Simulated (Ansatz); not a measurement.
# NbTe2 monolayer (2H): following an unstable mode

Wanted: the energy along a soft mode of NbTe2 monolayer (2H) and the structure at the end.

Method: DFT PBEsol, scalar-relativistic, plane waves, PAW; PAW set soft_1, in Ansatz 0.2.0.

Report form: the programs' logs are mostly left out.

## 1. Set-up

The cell holds 3 atoms: 1 Nb and 2 Te. Cell: a = 3.619 Å, b = 3.619 Å, c = 31.000 Å, α = 90.0°, β = 90.0°, γ = 120.0°. It derives from NbTe2. Vacuum lies along c.

Coordinates:

```cif
data_structure
_symmetry_space_group_name_H-M 'P 1'
_symmetry_Int_Tables_number 1
_cell_length_a 3.6190
_cell_length_b 3.6190
_cell_length_c 31.0000
_cell_angle_alpha 90.000
_cell_angle_beta 90.000
_cell_angle_gamma 120.000
_cell_volume 351.62
loop_
_atom_site_label
_atom_site_type_symbol
_atom_site_fract_x
_atom_site_fract_y
_atom_site_fract_z
_atom_site_occupancy
Nb1 Nb 0.33333 0.66667 0.32258 1
Te2 Te 0.66667 0.33333 0.38202 1
Te3 Te 0.66667 0.33333 0.26314 1
```

## 2. Phonons on a q mesh

The cell comes from relaxations at this level that are not shown. Stability and thermal properties need the whole zone. Linear response on a 4×4×1 q mesh gives force constants as far as a supercell of that size would.

The input, input.yaml:

```yaml
crystal:
  lattice:
    - [3.61901281, 0.0, 0.0]
    - [-1.809506405, 3.1341570301, 0.0]
    - [0.0, 0.0, 31.0]
  atoms:
    - { symbol: Nb, position: [0.3333333333, 0.6666666667, 0.3225806452] }
    - { symbol: Te, position: [0.6666666667, 0.3333333333, 0.382017359] }
    - { symbol: Te, position: [0.6666666667, 0.3333333333, 0.2631439313] }
  periodic: [true, true, false]
kpoints:
  mp_grid: { grid: [20, 20, 1] }
hamiltonian:
  xc: pbesol
  pseudopotentials: { kind: paw, azcp: { folder: soft_1 }, xc_functional: pbe }
scf:
  occupations: { method: methfessel_paxton, width: 0.2 }
output:
  eigenvalues: true
phonons:
  method: dfpt
  qmesh: [4, 4, 1]
  temperatures: { t_max: 1000, t_step: 50 }
  qpath:
    path:
      - [0.0, 0.0, 0.0]
      - [0.5, 0.0, 0.0]
      - [0.33333333, 0.33333333, 0.0]
      - [0.0, 0.0, 0.0]
    npoints: 10
```

The run is started by

```console
$ ansatz run input.yaml --threads 8 --pin off --max-ram 16384MiB --backend cpu --events-out ev --progress --plain --runs-dir out
```

Elapsed: 12 min, on 8 threads of Arm Neoverse V2, shared host; peak memory 7.3 GiB; 1.5 h of CPU time.

Numbers from this step:

* gap on the k-mesh: 0 eV
* sum-rule residual before enforcement: 1.22e-4 eV/Å²
* lowest frequency on the path: -86.94 cm⁻¹
* point group: -6m2
* highest frequency on the path or at a solved wavevector: 254.6 cm⁻¹
* area per atom: 3.781 Å²
* highest optical mode at the zone centre (no LO-TO term): 254.6 cm⁻¹
* lowest optical zone-centre mode: 92.67 cm⁻¹
* lowest mode on the q mesh (acoustic modes at Γ apart): -83.65 cm⁻¹

Frequencies (cm⁻¹) solved at each irreducible wavevector; negative means imaginary. Frequencies by wavevector, by row:

```
q in reciprocal lattice units  star  mode 1  mode 2  mode 3  mode 4  mode 5  mode 6  mode 7  mode 8  mode 9
                        0 0 0     1       0       0       0    92.7    92.7   155.3   204.1   204.1   254.6
                     0 0.25 0     6   -83.7    31.2    39.7   106.8     122   129.8   149.7   178.9   231.9
                     0 -0.5 0     3   -18.8    69.6    78.7   112.5   132.5   137.6   147.9   188.4   208.1
                  0.25 0.25 0     6     -40    67.9    72.4   127.1   127.5   135.9   141.4   194.2   211.4
```

Interpolated from a 4×4×1 q mesh. The phonon branches at the labelled points (cm⁻¹):

```
  point  branch 1  branch 2  branch 3  branch 4  branch 5  branch 6  branch 7  branch 8  branch 9
      Γ         0         0         0        93        93       155       204       204       255
halfway       -84        31        40       107       122       130       150       179       232
      M       -19        70        79       112       132       138       148       188       208
halfway        25        75        78       126       130       135       144       194       211
      K        45        83        90       129       135       137       141       177       229
halfway       -82        23        46       114       126       127       138       188       224
      Γ         0         0         0        93        93       155       204       204       255
```

Symmetry leaves 4 wavevectors to solve. The lowest mode among them, the acoustic zeros apart, lies at q = (0, 0.25, 0) and is imaginary, 83.7i cm⁻¹, so the energy falls along it. Between them the interpolated path dips to 87i cm⁻¹.

## 3. The mode frozen in, largest atomic shift 0 Å

The mode followed lies at q = (0, -0.5, 0) with frequency 18.7i cm⁻¹, one of the unstable modes though not the softest. At small amplitude the distorted cell has space group no. 25 by a symmetry search on the positions. The undistorted cell that holds it gives the zero of energy on the same k mesh.

System of this step: NbTe2 monolayer (2H). The cell holds 6 atoms: 2 Nb and 4 Te. Its edges and angles: a = 3.619 Å, b = 6.268 Å, c = 31.000 Å, α = 90.0°, β = 90.0°, γ = 90.0°. It derives from NbTe2. Vacuum lies along c.

input.yaml, the sections that differ from step 2:

```yaml
crystal:
  lattice:
    - [3.61901281, 0.0, 0.0]
    - [0.0, 6.2683140602, 0.0]
    - [0.0, 0.0, 31.0]
  atoms:
    - { symbol: Nb, position: [0.0, 0.3333333333, 0.3225806452] }
    - { symbol: Nb, position: [0.5, 0.8333333333, 0.3225806452] }
    - { symbol: Te, position: [0.5, 0.1666666667, 0.382017359] }
    - { symbol: Te, position: [1.0, 0.6666666667, 0.382017359] }
    - { symbol: Te, position: [0.5, 0.1666666667, 0.2631439313] }
    - { symbol: Te, position: [1.0, 0.6666666667, 0.2631439313] }
  periodic: [true, true, false]
kpoints:
  mp_grid: { grid: [10, 6, 1] }
output:
  forces: true
  stress: true
  eigenvalues: true
# hamiltonian, scf: as in step 2
# phonons: removed
```

The job ended after 11 s (8 threads; peak memory 2 GiB; 78 s of CPU time).

This step gave:

```yaml
energy_from_the_undistorted_cell: 0 meV/atom
```

## 4. The mode frozen in, largest atomic shift 0.04 Å

The atoms are moved along the unstable eigenvector, the largest shift by 0.04 Å, with the cell fixed.

input.yaml, the sections that differ from step 3:

```yaml
crystal:
  lattice:
    - [3.61901281, 0.0, 0.0]
    - [0.0, 6.2683140602, 0.0]
    - [0.0, 0.0, 31.0]
  atoms:
    - { symbol: Nb, position: [0.0, 0.3397146345, 0.3225806452] }
    - { symbol: Nb, position: [0.5, 0.8269520321, 0.3225806452] }
    - { symbol: Te, position: [0.5, 0.166058628, 0.381266485] }
    - { symbol: Te, position: [1.0, 0.6672747054, 0.382768233] }
    - { symbol: Te, position: [0.5, 0.166058628, 0.2638948054] }
    - { symbol: Te, position: [1.0, 0.6672747054, 0.2623930573] }
  periodic: [true, true, false]
# kpoints, hamiltonian, scf, output: as in step 3
```

Wall time 12 s (8 threads); peak memory 2 GiB; 91 s of CPU time.

Numbers from this step:

| Item | Value |
| --- | --- |
| energy from the undistorted cell | -0.054 meV/atom |

The energy, extrapolated to zero smearing, is -0.05 meV/atom against the undistorted cell.

## 5. Energy along the mode, all amplitudes (two of the runs are shown above)

An imaginary frequency means negative curvature, so the energy should fall and then rise again as anharmonic terms take over.

This step gave:

| Property | Result |
| --- | --- |
| depth at the lowest point sampled | 0.054 meV/atom |
| largest atomic shift at that point | 0.04 Å |

Energy from the parent against largest atomic shift:

```
largest atomic shift (Å)  energy from the parent (meV/atom)
                  0.0000                                  0
                  0.0400                             -0.054
                  0.0800                              0.267
                  0.1400                               5.50
```

Displacement at unit largest shift by atom:

```
atom  x (Å)  y (Å)  z (Å)  size
 Nb1   0.00   1.00   0.00  1.00
 Nb2   0.00  -1.00   0.00  1.00
 Te3   0.00  -0.10  -0.58  0.59
 Te4   0.00   0.10   0.58  0.59
 Te5   0.00  -0.10   0.58  0.59
 Te6   0.00   0.10  -0.58  0.59
```

The lowest of the steps tried is at 0.04 Å, 0.054 meV/atom below the parent; the bottom of the well need not coincide with a step.

## 6. Relaxing from the distorted cell

Starting from the lowest point found, all atoms and the cell are let go, so that strain and other modes of the same symmetry can join in.

input.yaml, as its differences from that of step 4:

```diff
@@ -24 +24,10 @@
   eigenvalues: true
+  write_density: true
+  write_potential: true
+  elf: true
+  volumetric_format: npy
+relax:
+  adjacent_minimum: "off"
+  f_tol: 0.002
+  max_steps: 120
+  cell: { stress_2d_tol: 0.005 }
```

Elapsed: 1.7 min, on 8 threads; peak memory 2.2 GiB.

Step by step:

```
step  energy less that of the first step (eV)  largest force component (eV/Å)  volume (Å³)
   1                                   0.0000                          0.0187       703.24
   2                                  -0.0001                          0.0291       704.18
   3                                  -0.0002                          0.0080       703.95
   4                                  -0.0002                          0.0066       704.16
   5                                  -0.0002                          0.0028       704.24
   6                                  -0.0002                          0.0001       704.10
  7*                                  -0.0003                          0.0001       704.10
```

Relaxation steps marked * repeat the geometry before them on a plane-wave basis chosen anew for their cell, so energy and pressure can jump there.

Forces are held to the 4 operations that the run works with; a distortion that breaks them can't arise in this run.

```
cell as run  before  after  change
      a (Å)   3.619  3.614  -0.1 %
      b (Å)   6.268  6.285  +0.3 %
```

Final coordinates:

```cif
data_structure
_symmetry_space_group_name_H-M 'P 1'
_symmetry_Int_Tables_number 1
_cell_length_a 3.6136
_cell_length_b 6.2853
_cell_length_c 31.0000
_cell_angle_alpha 90.000
_cell_angle_beta 90.000
_cell_angle_gamma 90.000
_cell_volume 704.10
loop_
_atom_site_label
_atom_site_type_symbol
_atom_site_fract_x
_atom_site_fract_y
_atom_site_fract_z
_atom_site_occupancy
Nb1 Nb 0.00000 0.34044 0.32258 1
Nb2 Nb 0.50000 0.82681 0.32258 1
Te3 Te 0.50000 0.16582 0.38112 1
Te4 Te 0.00000 0.66722 0.38277 1
Te5 Te 0.50000 0.16582 0.26404 1
Te6 Te 0.00000 0.66722 0.26239 1
```

This step gave:

- area per atom: 3.785 Å²

Valence density in the bc plane at fractional x = 0.000, with atoms of Nb and Te within 0.2 Å of it. It is the smooth field of the valence electrons, not physical close to the nuclei.

Ten steps, logarithmic in the rise over the least value, from '_' (0 e/Å³) to '@' (11 e/Å³), each cell a mean:
```
__________________________________
__________________________________
__________________________________
__________________________________
__________________________________
__________________________________
__________________________________
__________________________________
__________________________________
__________________________________
__________________________________
__________________________________
__________________________________
__________________....::::..______
__..............--++%%@@%%**--....
......--++****++----++**++--::....
......==**####**==------::::::....
............::::--++%%@@@@**--::..
________________..::==++==--..____
__________________________________
__________________________________
__________________________________
__________________________________
__________________________________
```
Columns run along b (6.3 Å), rows up along c (31.0 Å). Atoms in or near the plane, at fractional coordinates: Nb at (0.34, 0.32), Te at (0.67, 0.38), Te at (0.67, 0.26).

ELF in the bc plane at fractional x = 0.000, with atoms of Nb and Te within 0.2 Å of it. It is the smooth field of the valence electrons, not physical close to the nuclei.

Values, 13 rows by 16 columns, each cell a mean:
```
0.00 0.00 0.00 0.00 0.00 0.00 0.00 0.00 0.00 0.00 0.00 0.00 0.00 0.00 0.00 0.00
0.00 0.00 0.00 0.00 0.00 0.00 0.00 0.00 0.00 0.00 0.00 0.00 0.00 0.00 0.00 0.00
0.00 0.00 0.00 0.00 0.00 0.00 0.00 0.00 0.00 0.00 0.00 0.00 0.00 0.00 0.00 0.00
0.00 0.00 0.00 0.00 0.00 0.00 0.00 0.00 0.00 0.00 0.00 0.00 0.00 0.00 0.00 0.00
0.00 0.00 0.00 0.00 0.00 0.00 0.00 0.00 0.00 0.00 0.00 0.00 0.00 0.00 0.00 0.00
0.00 0.00 0.00 0.00 0.00 0.00 0.00 0.00 0.00 0.00 0.00 0.00 0.00 0.00 0.00 0.00
0.00 0.00 0.00 0.00 0.00 0.00 0.00 0.00 0.02 0.06 0.09 0.09 0.06 0.02 0.00 0.00
0.02 0.04 0.06 0.07 0.06 0.05 0.10 0.34 0.56 0.57 0.53 0.53 0.59 0.55 0.28 0.05
0.15 0.15 0.15 0.31 0.48 0.37 0.47 0.52 0.37 0.34 0.29 0.30 0.39 0.46 0.36 0.19
0.08 0.12 0.15 0.17 0.20 0.20 0.26 0.49 0.56 0.41 0.26 0.27 0.44 0.58 0.42 0.12
0.01 0.01 0.01 0.01 0.01 0.01 0.01 0.10 0.29 0.43 0.49 0.49 0.42 0.28 0.08 0.01
0.00 0.00 0.00 0.00 0.00 0.00 0.00 0.00 0.00 0.00 0.00 0.00 0.00 0.00 0.00 0.00
0.00 0.00 0.00 0.00 0.00 0.00 0.00 0.00 0.00 0.00 0.00 0.00 0.00 0.00 0.00 0.00
```
Columns run along b (6.3 Å), rows up along c (31.0 Å). Atoms in or near the plane, at fractional coordinates: Nb at (0.34, 0.32), Te at (0.67, 0.38), Te at (0.67, 0.26).

Electrostatic potential energy in the bc plane at fractional x = 0.000, with atoms of Nb and Te within 0.2 Å of it. With pseudopotentials it is smooth inside the atoms' cores, unlike the true potential.

Ten even steps from '0' (-28 eV) to '9' (0 eV), each cell a mean:
```
99999999999999999
99999999999999999
99999999999999999
99999999999999999
99999999999999999
99999999999999999
99999999999999999
99999999999999999
99999999999999999
99999999999999999
99999999999999999
99999999999999999
99999999999999999
99999999998889999
99999998612640589
99863223553435799
99740000367678899
99998888602640489
99999999875456899
99999999999999999
99999999999999999
99999999999999999
99999999999999999
99999999999999999
```
Columns run along b (6.3 Å; values clipped at the 3rd and 97th percentile), rows up along c (31.0 Å). Atoms in or near the plane, at fractional coordinates: Nb at (0.34, 0.32), Te at (0.67, 0.38), Te at (0.67, 0.26).

The distorted start has space group Pmm2; the relaxation ends in Pmm2.

## 7. The new phase in its own primitive cell

The relaxed structure is symmetrised, reduced to its primitive cell and relaxed tightly, as its phonons need.

input.yaml, the sections that differ from step 6:

```yaml
crystal:
  lattice:
    - [3.613629099, 0.0, 0.0]
    - [0.0, 6.285320475, 0.0]
    - [0.0, 0.0, 31.0]
  atoms:
    - { symbol: Nb, position: [0.0, 0.3404351413, 0.3225806452] }
    - { symbol: Nb, position: [0.5, 0.8268148738, 0.3225806452] }
    - { symbol: Te, position: [0.5, 0.1658246635, 0.3811249242] }
    - { symbol: Te, position: [1.0, 0.6672169957, 0.382774551] }
    - { symbol: Te, position: [0.5, 0.1658246635, 0.2640363662] }
    - { symbol: Te, position: [1.0, 0.6672169957, 0.2623867394] }
  periodic: [true, true, false]
output:
  forces: true
  stress: true
  eigenvalues: true
relax:
  adjacent_minimum: "off"
  f_tol: 0.001
  max_steps: 60
  cell: { stress_2d_tol: 0.002 }
# kpoints, hamiltonian, scf: as in step 6
```

Elapsed: 45 s, on 8 threads; peak memory 2.2 GiB.

Little changed from the start: no atom moved by 0.005 Å and no cell edge by 0.1 %.

The largest force component left is 0.18 meV/Å, within the tolerances set.

## 8. Modes of the new phase, k-mesh 10×6×1

A relaxed structure may still be a saddle point, so its zone-centre modes are computed. No field response is asked, since the mesh shows no gap.

input.yaml, the sections that differ from step 7:

```yaml
crystal:
  lattice:
    - [3.6135053506, 0.0, 0.0]
    - [0.0, 6.2853969315, 0.0]
    - [0.0, 0.0, 31.0]
  atoms:
    - { symbol: Nb, position: [0.0, 0.3404392349, 0.3225806452] }
    - { symbol: Nb, position: [0.5, 0.8268172573, 0.3225806452] }
    - { symbol: Te, position: [0.5, 0.1658185161, 0.3811255685] }
    - { symbol: Te, position: [1.0, 0.6672199045, 0.3827750987] }
    - { symbol: Te, position: [0.5, 0.1658185161, 0.2640357219] }
    - { symbol: Te, position: [1.0, 0.6672199045, 0.2623861917] }
  periodic: [true, true, false]
output:
  eigenvalues: true
phonons:
  method: dfpt
# kpoints, hamiltonian, scf: as in step 7
# relax: removed
```

The job ended after 5.1 min (8 threads; peak memory 4.1 GiB).

This step gave:

| Quantity | Value |
| --- | --- |
| sum-rule residual before enforcement | 5.85e-5 eV/Å² |
| point group | mm2 |
| highest optical mode at the zone centre (no LO-TO term) | 251.6 cm⁻¹ |
| lowest optical zone-centre mode | 40.93 cm⁻¹ |

Patterns of degenerate modes are one choice out of their space. The modes at Γ (shares of kinetic energy by element, %):

```
mode  frequency (cm⁻¹)  symmetry  Nb %  Te %
   1               0.0  acoustic    27    73
   2               0.0  acoustic    27    73
   3               0.0  acoustic    27    73
   4              40.9        A1    44    56
   5              66.4        B1    46    54
   6              79.3        B2    30    70
   7              92.0        A2     0   100
   8              93.0        B2     0   100
   9             111.2        A2     0   100
  10             131.6        B1    54    46
  11             136.1        B2     1    99
  12             147.3        A1     0   100
  13             155.9        A1     0   100
  14             194.2        A1    57    43
  15             203.7        B1    73    27
  16             205.4        A1    71    29
  17             207.6        B2    69    31
  18             251.6        B2    73    27
```

Displacements in mode 4 (40.9 cm⁻¹), the largest set to 1:
```
Nb1  0.00  1.00  0.00
Nb2  0.00 -0.95  0.00
Te3  0.00 -0.13 -0.69
Te4  0.00  0.11  0.60
Te5  0.00 -0.13  0.69
Te6  0.00  0.11 -0.60
```

Displacements in mode 9 (111.2 cm⁻¹), the largest set to 1:
```
Nb1  0.00  0.00  0.00
Nb2  0.00  0.00  0.00
Te3  1.00  0.00  0.00
Te4 -0.98  0.00  0.00
Te5 -1.00  0.00  0.00
Te6  0.98  0.00  0.00
```

Before it was imposed, the acoustic sum rule was missed by 5.9e-5 eV/Å². Small misses are needed for a sound result but don't prove that mesh and cutoff are converged. The lowest optical mode is real, 40.9 cm⁻¹.

## 9. The phases reached

The phases reached along the modes that were followed are set side by side.

Energies are those of the first relaxation, on the mesh of the frozen mode; space group, volume and gap are those of the last relaxation. Phases, by row:

```
               mode frozen in  space group  energy from parent (meV/atom)  volume (Å³/atom)  gap on mesh (eV)  lowest zone-centre optical mode (cm⁻¹)  largest shift (Å)
                       parent        P-6m2                              0             117.2                 0                                       –                  –
q = (0.25, 0.25, 0), 40i cm⁻¹       Pmc2_1                          -4.33             114.4                 0                                       –              0.162
   q = (0, -0.5, 0), 19i cm⁻¹         Pmm2                          -0.16             117.3                 0                                    40.9              0.045
```

## 10. Outcome

```
unstable mode of the parent                                                      : q = (0, -0.5, 0), 19i cm⁻¹
depth at the lowest point sampled                                                : 0.054 meV/atom
largest atomic shift at that point                                               : 0.04 Å
space group reached (within 0.01 Å)                                              : Pmm2
energy gained over the parent (first relaxation, on the mesh of the frozen mode) : 0.158 meV/atom
area per atom, phase reached                                                     : 3.79 Å²
lowest optical zone-centre mode, phase reached                                   : 40.9 cm⁻¹
highest optical mode at the zone centre (no LO-TO term), phase reached           : 252 cm⁻¹
```

Along this mode the structure falls into Pmm2, 0.158 meV/atom below the parent. At the parent's cell the well is 0.054 meV/atom deep on the steps tried, with its lowest point at a shift of 0.04 Å. Relaxing atoms and cell changes the gain by +0.10 meV/atom against the lowest step (energies at zero smearing). Most of the total comes from this relaxation. The new phase has no imaginary mode at the zone centre of its cell; other wavevectors were not checked. How so shallow a well moves with the k mesh was not tested. Of the 2 patterns followed to their end from this parent, this one ends 4.17 meV/atom above the lowest, Pmc2_1. Each path keeps the symmetry of its pattern, so a lower phase may lie along a pattern not tried. With no gap, or one that is small against the smearing, the frequencies hang on the k mesh and the smearing, most of all near Kohn anomalies. The phonon runs are without spin polarisation, although the cell has an odd electron count. In a sheet or slab the interpolated bending branch near Γ is rough, since the rotational sum rule isn't imposed. Spin-orbit coupling is left out, which can matter for the heavy elements here. The PAW files were made for PBE and serve the other functionals too. The starting cell was built on a prototype and not taken from a measurement.

[Logs are printed without paths, hosts, clocks, repeated set-up lines and the standing remarks that a program may print on its own settings, such as how far it seeks lower states.]

[Hosts, paths, dates, database ids (printed as entryN), source tags and the programs' standing remarks are cut or masked in the printed files.]
